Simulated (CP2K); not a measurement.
Two runs for the O K edge of dimethyl carbonate. Run A: CP2K XAS_TDP, all-electron GAPW, PBEh(45%), aug-cc-pVDZ, TDA, no relativity. Run B differs in one setting.

First lines with a strength over 0.0015. A:

```
                       atom  energy (eV)  states  strength, one atom
O2 (bonded to 2 C), 2 alike       531.74       1              0.0170
                                  532.37       1              0.0208
                                  532.82       1              0.0068
                                  533.74       1              0.0037
                                  533.98       1              0.0040
           O4 (bonded to C)       528.40       1              0.0380
                                  533.41       1              0.0036
                                  534.10       2              0.0051
                                  534.23       1              0.0016
                                  534.78       1              0.0058
```

B:

```
                       atom  energy (eV)  states  strength, one atom
O2 (bonded to 2 C), 2 alike       536.61       1              0.0169
                                  537.24       1              0.0206
                                  537.69       1              0.0067
                                  538.62       1              0.0036
                                  538.86       1              0.0040
           O4 (bonded to C)       533.39       1              0.0376
                                  538.40       1              0.0036
                                  539.09       2              0.0051
                                  539.22       1              0.0016
                                  539.77       1              0.0057
```

Question: Which was it: GW2X switched on, the basis, scalar relativity switched on, the functional?

GW2X switched on. GW2X shifts an atom's lines together and keeps their spacings. Against PBEh(45%) in aug-cc-pVDZ, the leading lines move by +4.87 eV (O2, to 536.61) and +4.99 eV (O4, to 533.39).

[Banner, clock and machine lines of the logs are left out without a mark of their own.]

[Logs are printed without paths, hosts, clocks, repeated set-up lines and the standing remarks that a program may print on its own settings, such as how far it seeks lower states.]

[Hosts, paths, dates, database ids (printed as entryN), source tags and the programs' standing remarks are cut or masked in the printed files.]
